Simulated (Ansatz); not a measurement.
# Decaying states in the gap of InBi2S2ClO2, part 2 of 4

A new crystal, InBi2S2ClO2: structure, gap and complex bands. It is built by putting O for part of the S in the InBi2S4Cl structure of space group C2/m, with the volume rescaled by atomic radii. The parent structure comes from the Materials Project.

Ansatz 0.2.0; PBE DFT, plane waves, PAW files (the session's first sound run).

So far. Step 2 (Relaxing the new crystal): The largest force component on a free atom ends at 0.0068 eV/Å.

The structure was built from a prototype and need not be the compound's stable phase.

## 3. Band edges

The energy window and the wavevectors of the next steps follow from the band edges, so these are searched first, off the mesh as well.

Contents of input.yaml:

```yaml
crystal:
  lattice:
    - [6.0559092393, -1.8511316716, -0.3886401394]
    - [6.0559092393, 1.8511316716, -0.3886401394]
    - [-4.0457951407, 0.0, 8.4271898793]
  atoms:
    - { symbol: In, position: [0.0152133707, 0.0152133707, -0.0030719099] }
    - { symbol: Bi, position: [0.7819804155, 0.7819804155, 0.2287142776] }
    - { symbol: Bi, position: [0.1929842202, 0.1929842202, 0.7645108223] }
    - { symbol: O, position: [0.1794926978, 0.1794926978, 0.2343196112] }
    - { symbol: S, position: [0.3909075724, 0.3909075724, 0.0736614378] }
    - { symbol: S, position: [0.8230529631, 0.8230529631, 0.7035902257] }
    - { symbol: O, position: [0.6190471949, 0.6190471949, 0.9749979748] }
    - { symbol: Cl, position: [0.4973215654, 0.4973215654, 0.5232775605] }
kpoints:
  mp_grid: { grid: [6, 6, 4] }
  band_path: { path: [VBM, CBM], npoints: 30 }
scf:
  occupations: { method: fixed }
hamiltonian:
  xc: pbe
output:
  eigenvalues: true
  write_potential: true
  write_density: true
  volumetric_format: npy
  elf: true
```

On the command line:

```sh
> ansatz run input.yaml --threads 2 --pin off --max-ram 4096MiB --backend cpu --events-out ev --progress --plain --runs-dir out
```

Numbers of over 12 decimals in the logs are rounded to 6 here.

What it wrote:

```text
[...]
Crystal: 8 atoms, lattice volume = 183.121 Å³
Basis set: ecut = 420 eV, 3601 PW (Γ)
Bands: 45, of which v1, the nominal top of the filled ones, is band 37 counted from 1 (36 counted from 0)
Symmetry: 2 space group operations
[...]
k-points: 47 of 144 (time reversal used)
[...]
SCF iter   1: F=—  HF=-34411.329175 eV  |F-HF|=—  |Δ(HF+E_count)|=         —  Δρ=2.11e-3  dr2=1.67e-2  ethr=1.77e-3  ⟨swp⟩=5.0  Hψ=7672  notcnv=0  defer=265
[...]
SCF iter   8: F=-34411.326717 eV  HF=-34411.326717 eV  |F-HF|=5.59e-8  |Δ(HF+E_count)|=   6.38e-7  Δρ=4.20e-6  dr2=3.98e-8  ethr=1.35e-10  ⟨swp⟩=11.4  Hψ=8173  notcnv=0
SCF 1 converged in 8 iterations: F = -34411.326717 eV  dr2 = 3.98e-8
[...]
NSCF: frozen V_eff on 68 k-points
[...]
SCF converged after 8 iterations
Free energy (F): -34411.326717 eV
[...]
Internal energy: -34411.326717 eV  (E = F + TS)
E sigma→0 (E₀):  -34411.326717 eV
Fermi energy:    5.831583 eV
[...]
--- Band table (eV; the first three rows and the last of 47) ---
  k-point 0: bands = [... 33 lower, 5.2876, 5.3565, 5.6609, 5.7207, 8.4537, 8.7556, 9.7552, 10.0485, ... 4 higher]
  k-point 1: bands = [... 33 lower, 5.2541, 5.3725, 5.6535, 5.6824, 8.4333, 8.5844, 9.5364, 10.2659, ... 4 higher]
  k-point 2: bands = [... 33 lower, 5.3026, 5.3689, 5.5656, 5.6456, 8.3760, 8.4527, 9.3733, 10.3044, ... 4 higher]
  k-point 46: bands = [... 33 lower, 5.2021, 5.4583, 5.6805, 5.8316, 8.0511, 8.7558, 9.5764, 10.3029, ... 4 higher]
```

The job ended after 2 min (2 threads of Arm Neoverse V1, shared host; peak memory 0.72 GiB; 3.9 min of CPU time).

Reading the cycles: dr2 is the Hartree energy of the density residual (eV), the measure of convergence; HF is the Harris–Foulkes estimate of the energy, which meets the free energy F at convergence.

This step gave:

```
free energy         : -34411.3267 eV
Fermi energy        : 5.832 eV
gap on the k-mesh   : 2.193 eV
gap on path         : 2.191 eV, by band count; negative where bands overlap
direct gap on path  : 2.220 eV
edge places on path : 0, 0.3219 1/A along the path
```

Electronic bands along the path, in eV, zero at the Fermi level (highest filled level under fixed occupations); v1 is the highest filled band, c1 the lowest empty one:

```tsv
point	v4	v3	v2	v1	c1	c2	c3	c4
VBM	-0.63	-0.37	-0.15	0.00	2.22	2.92	3.74	4.47
halfway	-0.64	-0.40	-0.10	-0.02	2.21	2.97	3.52	4.49
CBM	-0.67	-0.38	-0.07	-0.06	2.19	2.97	3.39	4.49
```

Valence density in the ac plane of the cell as run, not the conventional one, at fractional y = 0.179, with atoms of Bi and O within 0.2 Å of it. It is the smooth field of the valence electrons, not physical close to the nuclei.

Ten steps, logarithmic in the rise over the least value, from '_' (0.0 e/Å³) to '@' (7.1 e/Å³), each cell a mean:
```
--....__..::::--====------==**####++
........::----------::::::--==++==--
....::--==++==--::::....::::--::::..
..::==**%%##**==::::..::::::........
::==##@@@@@@##==::::::::::....____..
--**@@@@@@%%**--::::::::....______..
==##@@@@%%**==--::::::::..______..::
==**####**==::::::::::..________..::
--======--::..........____........::
::::::....______________....::::::::
..____________________..::----::::..
____________________..::------::....
____________________..::------::..__
__________________....::::::::..____
______................::::....______
____::--====--::..........__________
__::++####**==::::::::....__________
::++%%@@@@##==::::::::....__________
--**@@@@%%++--::::::::::......____..
==**%%##**--::::::::------::......::
==++++==--::..::::--======--::::::--
==----::......::--++++++==------==++
++--....__..::--==++++++==--==**####
==::..____..::--==++++==----++##%%##
```
Columns run along a (6.3 Å), rows up along c (9.3 Å). Atoms in or near the plane, at fractional coordinates: Bi at (0.19, 0.76), O at (0.18, 0.23).

Electrostatic potential energy in the ac plane of the cell as run, not the conventional one, at fractional y = 0.179, with atoms of Bi and O within 0.2 Å of it. With pseudopotentials it is smooth inside the atoms' cores, unlike the true potential.

Ten even steps from '0' (-48 eV) to '9' (13 eV), each cell a mean:
```
899999988889874335
999988889999876568
998766688999988889
986311478999999999
862000278999999999
730000489999999999
720003789999999998
741247899999999998
876788999999999999
888899999999999999
999999999999999999
999999999999999999
999999999999999999
999999999999999999
999999999999999999
999999999999999999
999657999899999999
984126998899999999
962037988899999999
963479999999999999
888999999888899988
789999998766898766
589999997557887433
689999987678875323
```
Columns run along a (6.3 Å; values clipped at the 3rd and 97th percentile), rows up along c (9.3 Å). Atoms in or near the plane, at fractional coordinates: Bi at (0.19, 0.76), O at (0.18, 0.23).

ELF in the ac plane of the cell as run, not the conventional one, at fractional y = 0.179, with atoms of Bi and O within 0.2 Å of it. It is the smooth field of the valence electrons, not physical close to the nuclei.

Values, 13 rows by 16 columns, each cell a mean:
```
0.12 0.07 0.06 0.11 0.19 0.34 0.54 0.65 0.62 0.48 0.28 0.16 0.23 0.22 0.20 0.18
0.09 0.22 0.37 0.40 0.38 0.37 0.30 0.23 0.16 0.14 0.17 0.18 0.16 0.14 0.11 0.09
0.41 0.49 0.32 0.23 0.16 0.37 0.30 0.25 0.35 0.45 0.45 0.31 0.14 0.05 0.04 0.15
0.48 0.43 0.20 0.23 0.31 0.32 0.30 0.47 0.60 0.59 0.45 0.20 0.05 0.02 0.07 0.32
0.35 0.44 0.42 0.35 0.23 0.18 0.27 0.42 0.44 0.28 0.10 0.07 0.15 0.17 0.13 0.20
0.10 0.13 0.12 0.07 0.04 0.05 0.09 0.10 0.06 0.07 0.27 0.53 0.65 0.59 0.35 0.14
0.03 0.01 0.01 0.01 0.01 0.01 0.01 0.01 0.08 0.33 0.61 0.73 0.74 0.64 0.38 0.11
0.00 0.02 0.08 0.18 0.22 0.15 0.05 0.03 0.08 0.20 0.35 0.43 0.40 0.28 0.12 0.02
0.10 0.38 0.65 0.76 0.75 0.56 0.20 0.09 0.12 0.12 0.10 0.07 0.04 0.02 0.01 0.01
0.46 0.78 0.73 0.60 0.78 0.60 0.20 0.17 0.21 0.17 0.13 0.12 0.10 0.04 0.01 0.08
0.56 0.79 0.71 0.72 0.61 0.25 0.12 0.19 0.34 0.51 0.62 0.62 0.45 0.15 0.06 0.18
0.21 0.33 0.38 0.27 0.11 0.09 0.31 0.63 0.81 0.85 0.86 0.78 0.43 0.17 0.17 0.18
0.19 0.11 0.06 0.03 0.06 0.29 0.64 0.81 0.83 0.83 0.78 0.45 0.21 0.21 0.16 0.19
```
Columns run along a (6.3 Å), rows up along c (9.3 Å). Atoms in or near the plane, at fractional coordinates: Bi at (0.19, 0.76), O at (0.18, 0.23).

The searched edges give 2.19 eV, against 2.19 eV on the mesh.

## 4. Decaying states in the gap, plane (100), k-mesh 4×6×6

This step: PBE DFT, plane waves, PAW files; complex bands by layer matching along the plane's normal (Ansatz 0.2.0).

The same crystal is laid in a cell whose first two vectors span the (100) plane (indices of the standard conventional cell, whose axes can be ordered otherwise than in the bulk input). At fixed energy and wavevector in the plane the solver finds all kz, real and complex. A few wavevectors are listed, (0, 0) and (0.3177, 0) in units of the plane's reciprocal vectors; the slowest state needn't be among them.

Contents of input.yaml:

```yaml
crystal:
  lattice:
    - [9.34804726, 0.0, 0.0]
    - [0.0, 3.702263343, 0.0]
    - [-2.97132777, 1.851131672, 5.291151969]
  atoms:
    - { symbol: In, position: [0.9969280901, 0.9847866293, 0.0304267414] }
    - { symbol: Bi, position: [0.2287142776, 0.2180195845, 0.563960831] }
    - { symbol: Bi, position: [0.7645108223, 0.8070157798, 0.3859684404] }
    - { symbol: O, position: [0.2343196112, 0.8205073022, 0.3589853956] }
    - { symbol: S, position: [0.0736614378, 0.6090924276, 0.7818151448] }
    - { symbol: S, position: [0.7035902257, 0.1769470369, 0.6461059262] }
    - { symbol: O, position: [0.9749979748, 0.3809528051, 0.2380943898] }
    - { symbol: Cl, position: [0.5232775605, 0.5026784346, 0.9946431308] }
kpoints:
  mp_grid: { grid: [4, 6, 6] }
scf:
  occupations: { method: fixed }
hamiltonian:
  xc: pbe
output:
  eigenvalues: true
  transmission:
    leads: [[0, 0]]
    kpoints: [[0.0, 0.0], [0.3177, 0.0]]
    e_range: [-1.0, 3.19]
    de: 0.08
```

What it wrote:

```text
[...]
Crystal: 8 atoms, lattice volume = 183.121 Å³
Basis set: ecut = 420 eV, 3601 PW (Γ)
Bands: 45, of which v1, the nominal top of the filled ones, is band 37 counted from 1 (36 counted from 0)
Symmetry: 2 space group operations
[...]
k-points: 47 of 144 (time reversal used)
[...]
SCF iter   1: F=—  HF=-34411.328981 eV  |F-HF|=—  |Δ(HF+E_count)|=         —  Δρ=2.11e-3  dr2=1.67e-2  ethr=1.77e-3  ⟨swp⟩=5.0  Hψ=7657  notcnv=0  defer=266
[...]
SCF iter   8: F=-34411.326691 eV  HF=-34411.326691 eV  |F-HF|=5.59e-8  |Δ(HF+E_count)|=   6.43e-7  Δρ=4.21e-6  dr2=3.98e-8  ethr=1.35e-10  ⟨swp⟩=9.9  Hψ=8670  notcnv=0
SCF 1 converged in 8 iterations: F = -34411.326691 eV  dr2 = 3.98e-8
[...]
transmission: 9 of 18 steps passed
transmission: 18 of 18 steps passed
SCF converged after 8 iterations
Free energy (F): -34411.326691 eV
[...]
Internal energy: -34411.326691 eV  (E = F + TS)
E sigma→0 (E₀):  -34411.326691 eV
Fermi energy:    5.831578 eV
[...]
--- Band table (eV; the first three rows and the last of 47) ---
  k-point 0: bands = [... 33 lower, 5.2876, 5.3565, 5.6608, 5.7207, 8.4537, 8.7556, 9.7552, 10.0485, ... 4 higher]
  k-point 1: bands = [... 33 lower, 5.2923, 5.3633, 5.6215, 5.6884, 8.2076, 8.9753, 9.5913, 10.2054, ... 4 higher]
  k-point 2: bands = [... 33 lower, 5.1833, 5.4393, 5.5944, 5.7617, 8.0548, 8.9381, 9.3104, 10.3082, ... 4 higher]
  k-point 46: bands = [... 33 lower, 4.9057, 4.9958, 5.2729, 5.5146, 8.4763, 9.2197, 9.4610, 9.9263, ... 4 higher]
--- Transmission ---
  basis      : 303 plane waves across, 9 finite elements along
  points     : 2, as listed
  energies   : 53 from -1.000000 to 3.160000 eV about the Fermi level, 0.080000 eV apart; the leads are filled to 1.096533 eV, and channels, transmission and decay are at 1.080000 eV
  crystal 0  : O2Bi2S2Cl1In1, at the sites [0, 0], period 5.2912 Å: whole cells are its period
    offset         : up to 0.0000 Å between an atom of the period and one for which it stands
    channels       : 0.000000e0 a spin
    conductance    : none, the energies end too early or step too widely for 300 K: set another output.transmission.e_range or a lower de, or, where they end at an eighth of basis.ecutwfc, a higher one
    slowest decay  : 0.3052 /Å at (0.0000, 0.0000)
```

It took 1.9 min on 2 threads; peak memory 1.1 GiB.

This step gave:

| Quantity | Value |
| --- | --- |
| level to which the leads are filled | 1.097 eV from the Fermi level |
| decay constant at the filling level, zone centre | 0.3051 Å⁻¹ |
| decay constant at the filling level, slowest listed point | 0.3052 Å⁻¹ |

K parallel (0, 0); values up to 1.5 1/Å, a degenerate pair printed once or twice; energies at which all values exceed this have no row. Table of Im kz of the slowest decaying states by energy, zero at the highest filled level on the SCF mesh:

```tsv
energy (eV)	decay 1 (Å⁻¹)	decay 2 (Å⁻¹)	decay 3 (Å⁻¹)	decay 4 (Å⁻¹)
-1.00	0.217	0.220	0.380	0.642
-0.84	0.0628	0.0803	0.258	0.295
-0.68	0.249	0.278	0.557	0.575
-0.52	0.0935	0.192	0.254	0.472
-0.36	0.121	0.321	0.459	0.493
-0.20	0.211	0.247	0.345	0.494
-0.04	0.138	0.161	0.339	0.420
0.20	0.222	0.327	0.336	0.429
0.36	0.251	0.360	0.410	0.429
0.52	0.272	0.386	0.426	0.469
0.68	0.287	0.409	0.418	0.534
0.84	0.297	0.408	0.428	0.577
1.00	0.303	0.396	0.444	0.586
1.16	0.306	0.382	0.457	0.593
1.32	0.306	0.365	0.467	0.598
1.48	0.303	0.346	0.475	0.600
1.64	0.297	0.322	0.482	0.601
1.80	0.287	0.292	0.488	0.600
1.96	0.251	0.272	0.495	0.598
2.20	0.101	0.226	0.510	0.592
2.36	0.215	0.524	0.555	0.587
2.52	0.218	0.510	0.535	0.580
2.68	0.0573	0.204	0.473	0.538
2.84	0.0651	0.171	0.442	0.537
3.00	0.0459	0.103	0.413	0.532
3.16	0.0967	0.384	0.526	0.536
```

K parallel (0.3177, 0); values up to 1.5 1/Å, a degenerate pair printed once or twice; energies at which all values exceed this have no row. Im kz of the slowest decaying states against energy, zero at the highest filled level on the SCF mesh:

```tsv
energy (eV)	decay 1 (Å⁻¹)	decay 2 (Å⁻¹)	decay 3 (Å⁻¹)	decay 4 (Å⁻¹)
-1.00	0.0123	0.188	0.191	0.391
-0.76	0.131	0.196	0.242	0.371
-0.60	0.0787	0.118	0.201	0.212
-0.36	0.0836	0.105	0.127	0.176
-0.20	0.0852	0.110	0.267	0.285
-0.04	0.0643	0.0993	0.314	0.338
0.04	0.139	0.176	0.183	0.332
0.28	0.225	0.293	0.362	0.371
0.44	0.257	0.341	0.371	0.384
0.68	0.290	0.364	0.378	0.414
0.84	0.305	0.371	0.379	0.404
1.08	0.320	0.375	0.375	0.384
1.32	0.326	0.358	0.367	0.371
1.48	0.326	0.338	0.358	0.363
1.72	0.298	0.320	0.339	0.342
1.88	0.261	0.311	0.319	0.319
2.12	0.151	0.259	0.262	0.294
2.36	0.211	0.274	0.323	0.406
2.52	0.238	0.255	0.333	0.394
2.76	0.208	0.226	0.337	0.371
2.92	0.142	0.165	0.345	0.352
3.16	0.110	0.114	0.167	0.311
```

At the listed wavevectors the last open channel is at -0.04 eV and the next at +2.20 eV on the grid. At +1.08 eV, the grid energy nearest the filling level (the middle of the gap on the SCF mesh), the slowest state at the listed wavevectors decays with κ = 0.305 Å⁻¹, its amplitude falling by e over 3.3 Å. Through 1 nm of this crystal that state's transmission falls by exp(−2 × 0.305 Å⁻¹ × 10 Å) = 0.0022.

## 5. Decay over the two-dimensional zone

The listed points could miss the slowest state, so one energy near mid-gap is solved on a mesh of 4×8.

input.yaml: that of step 4 with these lines changed.

```diff
@@ -22,6 +22,2 @@
   eigenvalues: true
-  transmission:
-    leads: [[0, 0]]
-    kpoints: [[0.0, 0.0], [0.3177, 0.0]]
-    e_range: [-1.0, 3.19]
-    de: 0.08
+  transmission: { leads: [[0, 0]], kmesh: [4, 8], e_range: [1.1, 1.11], de: 0.05 }
```

What it wrote:

```text
[...]
Crystal: 8 atoms, lattice volume = 183.121 Å³
Basis set: ecut = 420 eV, 3601 PW (Γ)
Bands: 45, of which v1, the nominal top of the filled ones, is band 37 counted from 1 (36 counted from 0)
Symmetry: 2 space group operations
[...]
k-points: 47 of 144 (time reversal used)
[...]
SCF iter   1: F=—  HF=-34411.328981 eV  |F-HF|=—  |Δ(HF+E_count)|=         —  Δρ=2.11e-3  dr2=1.67e-2  ethr=1.77e-3  ⟨swp⟩=5.0  Hψ=7657  notcnv=0  defer=266
[...]
SCF iter   8: F=-34411.326691 eV  HF=-34411.326691 eV  |F-HF|=5.59e-8  |Δ(HF+E_count)|=   6.43e-7  Δρ=4.21e-6  dr2=3.98e-8  ethr=1.35e-10  ⟨swp⟩=9.9  Hψ=8670  notcnv=0
SCF 1 converged in 8 iterations: F = -34411.326691 eV  dr2 = 3.98e-8
[...]
transmission: 18 of 135 steps passed
transmission: 36 of 135 steps passed
[...]
transmission: 135 of 135 steps passed
SCF converged after 8 iterations
Free energy (F): -34411.326691 eV
[...]
Internal energy: -34411.326691 eV  (E = F + TS)
E sigma→0 (E₀):  -34411.326691 eV
Fermi energy:    5.831578 eV
[...]
--- Band table (eV; the first three rows and the last of 47) ---
  k-point 0: bands = [... 33 lower, 5.2876, 5.3565, 5.6608, 5.7207, 8.4537, 8.7556, 9.7552, 10.0485, ... 4 higher]
  k-point 1: bands = [... 33 lower, 5.2923, 5.3633, 5.6215, 5.6884, 8.2076, 8.9753, 9.5913, 10.2054, ... 4 higher]
  k-point 2: bands = [... 33 lower, 5.1833, 5.4393, 5.5944, 5.7617, 8.0548, 8.9381, 9.3104, 10.3082, ... 4 higher]
  k-point 46: bands = [... 33 lower, 4.9057, 4.9958, 5.2729, 5.5146, 8.4763, 9.2197, 9.4610, 9.9263, ... 4 higher]
--- Transmission ---
  basis      : 303 plane waves across, 9 finite elements along
  points     : 15, standing for a mesh of 4 x 8
  energies   : 1 from 1.100000 to 1.100000 eV about the Fermi level; the leads are filled to 1.096533 eV, and channels, transmission and decay are at 1.100000 eV
[...]
channels       : 0.000000e0 a spin
    conductance    : none, crystal 0 has no channel at the energies, or these end too early or step too widely for 300 K: set another output.transmission.e_range or a lower de, or, where they end at an eighth of basis.ecutwfc, a higher one
    slowest decay  : 0.2770 /Å at (0.2500, 0.3750)
```

Wall time 73 s (2 threads); peak memory 1.1 GiB.

Numbers from this step:

| Quantity | Value |
| --- | --- |
| least decay constant on the mesh | 0.277 Å⁻¹ |

Slowest decay constant (1/Å; 0 where a channel is open) over k1 and k2. At 1.1000 eV from the Fermi level.

Values, 8 rows by 4 columns:
```
0.310 0.277 0.293 0.277
0.301 0.294 0.309 0.294
0.409 0.356 0.374 0.356
0.347 0.312 0.305 0.312
0.409 0.356 0.374 0.356
0.301 0.294 0.309 0.294
0.310 0.277 0.293 0.277
0.368 0.352 0.363 0.352
```
Columns: k1 (b1) from -0.5 to 0.25; rows upwards: k2 (b2) from -0.5 to 0.375.

The least value on the mesh is 0.277 Å⁻¹ at +1.10 eV. At that energy the listed points give about 0.305 Å⁻¹ by interpolation, so they missed the slowest state.

[end of part 2 of 4]

[Logs are printed without paths, hosts, clocks, repeated set-up lines and the standing remarks that a program may print on its own settings, such as how far it seeks lower states.]

[Hosts, paths, dates, database ids (printed as entryN), source tags and the programs' standing remarks are cut or masked in the printed files.]

[New means built here by substitution; the compound itself may be known and measured.]
